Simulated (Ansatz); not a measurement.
## 1T-SiSTe monolayer in a perpendicular field

Aim: how the 1T-SiSTe monolayer screens a field along its normal, and what the field does to its bands. A positive field points along +c.

Calculated with Ansatz 0.2.0; plane-wave DFT, PBE-D3(BJ), Ansatz PAW.

Most raw output is cut from this account.

### 1. Set-up

The cell holds 3 atoms: 1 Te, 1 Si and 1 S. Its edges and angles: a = 3.361 Å, b = 3.361 Å, c = 35.605 Å, α = 90.0°, β = 90.0°, γ = 120.0°. Vacuum lies along c.

### 2. Relaxation

The starting cell is a guess, so the in-plane lattice and the atoms are relaxed first, with the slab cut off from its images along the normal.

Input file input.yaml:

```yaml
crystal:
  lattice:
    - [3.3612985, 0.0, 0.0]
    - [-1.68064925, 2.9109698907, 0.0]
    - [0.0, 0.0, 35.60477885]
  atoms:
    - { symbol: Te, position: [0.6666666667, 0.3333333333, 0.4676338553] }
    - { symbol: Si, position: [0.0, 0.0, 0.5072451576] }
    - { symbol: S, position: [0.3333333333, 0.6666666667, 0.5323661447] }
  periodic: [true, true, false]
kpoints:
  mp_grid: { grid: [12, 12, 1] }
hamiltonian:
  xc: pbe
  dispersion: d3bj
scf:
  occupations: { method: fermi_dirac, width: 0.05 }
  convergence: { dr2_threshold: 1.0e-09 }
relax:
  f_tol: 0.004
  max_steps: 90
  cell: {}
output:
  write_potential: true
  write_density: true
  volumetric_format: npy
```

Run with:

```sh
ansatz run input.yaml --threads 2 --pin off --max-ram 3072MiB --backend cpu --events-out ev --progress --plain --runs-dir out
```

It took 1.9 min on 2 threads of Intel Xeon at 2.50GHz (Skylake/Cascade Lake), shared host; peak memory 0.6 GiB.

Step by step:

```tsv
step	energy less that of the first step (eV)	largest force component (eV/Å)	volume (Å³)
1	0.0000	5.9831	348.38
2	-1.7373	3.0718	353.71
3	-2.2276	0.2812	349.77
4	-2.3261	0.1379	369.52
5	-2.3320	0.0461	374.82
6	-2.3321	0.0165	375.47
7	-2.3321	0.0061	375.47
8	-2.3321	0.0000	375.42
9*	-2.3330	0.0002	375.42
```

Relaxation steps marked * repeat the geometry before them on a plane-wave basis chosen anew for their cell, so energy and pressure can jump there.

The run keeps the 6 symmetry operations that it works with, so distortions that break them were not tested.

```tsv
cell as run	before	after	change
a (Å)	3.361	3.489	+3.8 %
b (Å)	3.361	3.489	+3.8 %
```

The atoms that moved most (Å, along periodic axes as changes of fractional coordinates times the final cell, across vacuum about the mean position):

```tsv
atom	dx	dy	dz	length
Te1	0.000	0.000	-0.358	0.358
S3	0.000	0.000	0.354	0.354
```

The relaxed structure:

```xyz
3
Lattice="3.4893 0.0000 0.0000 -1.7447 3.0218 0.0000 0.0000 0.0000 35.6048" Properties=species:S:1:pos:R:3
Te    1.7447    1.0073   16.2916
Si    0.0000    0.0000   18.0648
S     0.0000    2.0146   19.3087
```

Numbers from this step:

- energy at zero smearing: -8519.0292 eV

The lattice constant a goes from 3.361 to 3.489 Å.

### 3. Single point, field 0, start network

A sawtooth potential applies the field, turning back in the middle of the vacuum. With the dipole correction the typed value is the field outside the slab. The induced dipole is small, so the SCF threshold is tight.

The cell differs from the one that the last finished run ended in (c 35.605 → 21.017 Å).

Input file input.yaml:

```yaml
crystal:
  lattice:
    - [3.4893032718, 0.0, 0.0]
    - [-1.7446516359, 3.0218252748, 0.0]
    - [0.0, 0.0, 21.0171635727]
  atoms:
    - { symbol: Te, position: [0.6666666667, 0.3333333333, 0.4282214376] }
    - { symbol: Si, position: [0.0, 0.0, 0.5125918498] }
    - { symbol: S, position: [0.3333333333, 0.6666666667, 0.5717785624] }
kpoints:
  mp_grid: { grid: [18, 18, 1] }
  band_path:
    path: [[0, 0, 0], [0.5, 0, 0], [0.33333333, 0.33333333, 0], [0, 0, 0]]
    npoints: 16
hamiltonian:
  xc: pbe
  dispersion: d3bj
scf:
  occupations: { method: fermi_dirac, width: 0.02585 }
  convergence: { dr2_threshold: 1.0e-10 }
efield:
  axis: 3
  dipole_correction: true
  ramp_position: 0.97
  ramp_width: 0.06
  amplitude: 0
output:
  dos: { projected: true, e_range: [-6, 5] }
  write_potential: true
  write_density: true
  volumetric_format: npy
  elf: true
```

Run time: 24 s. Hardware: 2 threads; peak memory 0.52 GiB; 47 s of CPU time.

This step gave:

```
energy at zero smearing        : -8519.0353 eV
work function, upper face      : 4.926 eV
work function, lower face      : 4.243 eV
dipole along the normal        : -0.03979 e·Å
step between the vacuum levels : 0.6829 eV
```

Running mean over a fixed 2.8 Å (it still follows the layers) of the planar mean; the ramp of the sawtooth is left out. Table of electron's electrostatic potential energy less the Fermi level by z:

z (Å), electron's electrostatic potential energy less the Fermi level (eV) and a bar from the least value:
```
      3.0       4.24 ############################
      3.5       4.24 ############################
      4.0       4.24 ############################
      4.5       4.24 ############################
      5.0       4.24 ############################
      5.5       4.22 ############################
      6.0       4.15 ############################
      6.5       3.86 ###########################
      7.0       2.81 #########################
      7.5       1.59 ######################
      8.0       0.60 ####################
      8.5      -0.97 ################
      9.0      -2.55 ############
      9.5      -4.52 #######
     10.0      -5.61 #####
     10.5      -6.87 ##
     11.0      -7.52 
     11.5      -6.95 #
     12.0      -5.01 ######
     12.5      -2.33 #############
     13.0       0.07 ##################
     13.5       2.35 ########################
     14.0       4.13 ############################
     14.5       4.76 ##############################
     15.0       4.89 ##############################
     15.5       4.92 ##############################
     16.0       4.92 ##############################
     16.5       4.93 ##############################
     17.0       4.93 ##############################
     17.5       4.93 ##############################
     18.0       4.93 ##############################
```

The density of states has structure finer than the step of the table below, so its rows give means over 0.2 eV, whole bins alone (the curve runs from -6 to 1.99 eV). Peaks (eV: height): -3.99: 7.10, -2.66: 5.89, -2.22: 8.26, -1.92: 2.15, 0.48: 2.69, 1.55: 3.13.

Table of density of states by energy, zero at the Fermi level; means over each step:

```tsv
energy (eV)	density of states (states/eV a cell)
-5.8	0.779
-5.6	1.08
-5.4	1.57
-5.2	1.41
-5.0	1.62
-4.8	1.45
-4.6	1.44
-4.4	1.52
-4.2	2.23
-4.0	3.80
-3.8	1.66
-3.6	1.21
-3.4	0.996
-3.2	0.866
-3.0	0.866
-2.8	2.09
-2.6	3.12
-2.4	1.38
-2.2	4.17
-2.0	1.31
-1.8	1.70
-1.6	1.37
-1.4	1.04
-1.2	1.02
-1.0	1.09
-0.8	0.893
-0.6	0.968
-0.4	1.01
-0.2	1.01
0.0	1.02
0.2	1.15
0.4	1.54
0.6	1.57
0.8	0.964
1.0	0.833
1.2	0.895
1.4	0.834
1.6	1.39
1.8	0.0981
```

Projected DOS per atom over height of the atomic layer and energy from the Fermi level. Layers: Te Si S from below.

Values in states/eV, 22 rows by 3 columns, each cell a mean:
```
0.04 0.08 0.07
0.24 0.44 0.31
0.24 0.34 0.22
0.37 0.43 0.28
0.61 0.50 0.29
0.50 0.31 0.19
0.51 0.25 0.18
0.58 0.15 0.16
0.70 0.11 0.20
0.73 0.08 0.30
1.10 0.07 0.55
1.56 0.18 1.11
1.17 0.20 1.05
0.54 0.18 0.69
0.20 0.19 0.51
0.29 0.28 0.66
0.78 0.66 1.54
0.36 0.48 0.83
0.30 0.43 0.71
0.34 0.42 0.74
0.43 0.41 0.58
0.28 0.26 0.27
```
Columns: height of the atomic layer (Å) from 9 to 12.0 (not evenly spaced); rows upwards: energy from the Fermi level (eV) from -5.96 to 1.96.

The electronic bands at the labelled points (eV, zero at the Fermi level):

```tsv
point	band 10	band 11	band 12	band 13	band 14	band 15	band 16	band 17
Γ	-2.58	-2.58	0.50	0.50	0.94	3.17	3.44	3.44
halfway	-3.50	-3.19	-2.30	-0.23	0.79	3.20	4.34	4.40
M	-4.13	-3.89	-2.27	-0.91	-0.75	2.61	3.82	4.22
halfway	-5.25	-4.06	-2.38	-2.05	0.40	3.56	3.79	4.39
K	-5.33	-5.32	-2.64	-1.94	0.42	3.68	4.54	4.91
halfway	-4.73	-2.94	-2.38	-1.30	1.55	3.38	3.83	4.53
Γ	-2.58	-2.58	0.50	0.50	0.94	3.17	3.44	3.44
```

ELF in the ca plane at fractional y = 0.000, with atoms of Si within 0.2 Å of it. It is the smooth field of the valence electrons, not physical close to the nuclei.

Values, 5 rows by 16 columns, each cell a mean:
```
0.00 0.00 0.00 0.00 0.00 0.04 0.15 0.31 0.54 0.47 0.24 0.04 0.00 0.00 0.00 0.00
0.00 0.00 0.00 0.00 0.02 0.22 0.56 0.53 0.51 0.55 0.61 0.33 0.04 0.00 0.00 0.00
0.00 0.00 0.00 0.00 0.03 0.34 0.66 0.52 0.34 0.44 0.73 0.52 0.07 0.00 0.00 0.00
0.00 0.00 0.00 0.00 0.01 0.15 0.46 0.51 0.58 0.59 0.50 0.22 0.02 0.00 0.00 0.00
0.00 0.00 0.00 0.00 0.00 0.02 0.08 0.25 0.49 0.40 0.19 0.02 0.00 0.00 0.00 0.00
```
Columns run along c (16.0 Å, from fractional 0.09 to 0.85 of the cell), rows up along a (3.5 Å). Atoms in or near the plane, at fractional coordinates: Si at (0.51, 0.00).

Electrostatic potential energy in the ca plane at fractional y = 0.000, with atoms of Si within 0.2 Å of it. With pseudopotentials it is smooth inside the atoms' cores, unlike the true potential.

Values in eV, 5 rows by 16 columns, each cell a mean:
```
  4   4   4   4   4   4   2   0 -19 -21   0   4   4   4   4   4
  4   4   4   4   4   3  -1  -6  -4  -5  -1   3   4   4   4   4
  4   4   4   4   4   3  -4 -12  -1  -1  -3   3   4   4   4   4
  4   4   4   4   4   3   0  -3  -7  -9   0   3   4   4   4   4
  4   4   4   4   4   4   2   0 -21 -24  -1   4   4   4   4   4
```
Columns run along c (16.0 Å, from fractional 0.09 to 0.85 of the cell; values clipped at the 3rd and 97th percentile), rows up along a (3.5 Å). Atoms in or near the plane, at fractional coordinates: Si at (0.51, 0.00).

Valence density in the ca plane at fractional y = 0.000, with atoms of Si within 0.2 Å of it. It is the smooth field of the valence electrons, not physical close to the nuclei.

Ten even steps from '0' (0.00 e/Å³) to '9' (0.52 e/Å³), each cell a mean:
```
00000000000000122475335421000000000000000000
00000000000001234567667531000000000000000000
00000000000012466655556653100000000000000000
00000000000014699643345775210000000000000000
00000000000024799743235775310000000000000000
00000000000013577654446664200000000000000000
00000000000012345566666542100000000000000000
00000000000001123566556521000000000000000000
00000000000000112465125421000000000000000000
```
Columns run along c (16.0 Å, from fractional 0.16 to 0.92 of the cell), rows up along a (3.5 Å). Atoms in or near the plane, at fractional coordinates: Si at (0.51, 0.00).

The work function of the upper face is 4.93 eV.

### 4. Single point, field 0.1 V/Å

Edit input.yaml of step 3 so:

```diff
@@ -23,7 +23,6 @@
   dipole_correction: true
-  ramp_position: 0.97
-  ramp_width: 0.06
-  amplitude: 0
+  ramp_position: 0.9286
+  ramp_width: 0.1427
+  amplitude: 0.1
 output:
-  dos: { projected: true, e_range: [-6, 5] }
   write_potential: true
@@ -31,2 +30 @@
   volumetric_format: npy
-  elf: true
```

Elapsed: 23 s, on 2 threads; peak memory 0.51 GiB; 45 s of CPU time.

The dipole is -0.00850 e·Å, 0.0313 e·Å from its value without field.

### 5. Single point, field -0.1 V/Å

Edit input.yaml of step 4 so:

```diff
@@ -25,3 +25,3 @@
   ramp_width: 0.1427
-  amplitude: 0.1
+  amplitude: -0.1
 output:
```

The job ended after 25 s (2 threads; peak memory 0.51 GiB).

The dipole is -0.0711 e·Å, -0.0313 e·Å from its value without field.

### 6. Response, atoms held

This step: plane-wave DFT, PBE-D3(BJ), Ansatz PAW; response to a field along the normal, atoms held (Ansatz 0.2.0).

The dipoles give the slope, and the difference of two potentials shows where the field is screened.

Numbers from this step:

- equivalent conductor thickness p/(ε₀AE): 5.368 Å
- distance between the outer atoms: 3.017 Å

The dipole of the cell by applied field:

```tsv
applied field (V/Å)	dipole of the cell (e·Å)
-0.1000	-0.0711
0.0000	-0.0398
0.1000	-0.00850
```

Local field over the applied field, running mean. From the potentials at -0.1 and 0.1 V/Å; running mean over 2.5 Å. The local field over applied field by z:

```tsv
z (Å)	local field over applied field
4.09	0.999
4.52	0.997
4.96	0.993
5.40	0.981
5.84	0.956
6.28	0.901
6.71	0.803
7.15	0.664
7.59	0.509
8.03	0.353
8.47	0.208
8.90	0.0955
9.34	0.0437
9.78	0.0346
10.22	0.0294
10.80	0.0377
11.24	0.0679
11.68	0.119
12.11	0.204
12.55	0.333
12.99	0.490
13.43	0.645
13.87	0.786
14.30	0.892
14.74	0.953
15.18	0.981
15.62	0.993
16.05	0.997
16.49	0.999
16.93	1.000
```

Electrons, planar mean, per unit field. The induced electron density by z:

z (Å), induced electron density (e/Å³ per V/Å) and a bar from the least value:
```
      4.5    0.00001 ################
      5.0    0.00004 ################
      5.5    0.00011 ################
      6.0    0.00030 #################
      6.5    0.00077 ###################
      7.0    0.00179 ########################
      7.5    0.00326 ##############################
      8.0    0.00320 ##############################
      8.5    0.00088 ####################
      9.0    0.00057 ##################
      9.5    0.00058 ##################
     10.0   -0.00081 ############
     10.5   -0.00089 ############
     11.0    0.00097 ####################
     11.5   -0.00014 ###############
     12.0   -0.00108 ###########
     12.5   -0.00218 ######
     13.0   -0.00358 
     13.5   -0.00231 ######
     14.0   -0.00099 ###########
     14.5   -0.00037 ##############
     15.0   -0.00013 ###############
     15.5   -0.00004 ################
     16.0   -0.00001 ################
     16.5    0.00000 ################
```

By hand: between -0.1 and 0.1 V/Å the dipole changes by 0.06256 e·Å, a slope of 0.3128 e·Å²/V. A perfect conductor of thickness t has p = ε₀AEt, so t = 180.95 × 0.3128 / 10.544 = 5.37 Å (e/ε₀ = 180.95 V·Å, A in Å²).

The induced dipole is that of a conductor 5.37 Å thick.

### 7. Results

| Item | Value |
| --- | --- |
| gap without field | none |
| work function, upper face | 4.93 eV |
| step between the vacuum levels | 0.683 eV |
| equivalent conductor thickness, atoms held | 5.37 Å |

The induced dipole equals that of a perfect conductor 5.37 Å thick, while the outer atoms lie 3.02 Å apart. The two faces differ: the vacuum level above lies 0.68 eV higher than the one below. There is no gap over 0.03 eV, with or without the field. Spin-orbit coupling is left out, which matters for the bands of elements this heavy.

[Logs are printed without paths, hosts, clocks, repeated set-up lines and the standing remarks that a program may print on its own settings, such as how far it seeks lower states.]

[Hosts, paths, dates, database ids (printed as entryN), source tags and the programs' standing remarks are cut or masked in the printed files.]

[Maps of the electrostatic potential energy from Ansatz leave out the sawtooth potential of an applied field or a dipole correction, so their vacuum need not be flat; planar profiles and work functions include it.]

[The density of states shown here was stored with 400 of the rows of the run's finer table, so its peaks can read low, often by over a quarter, or be missed, and its means over a window can be off by a tenth or more.]
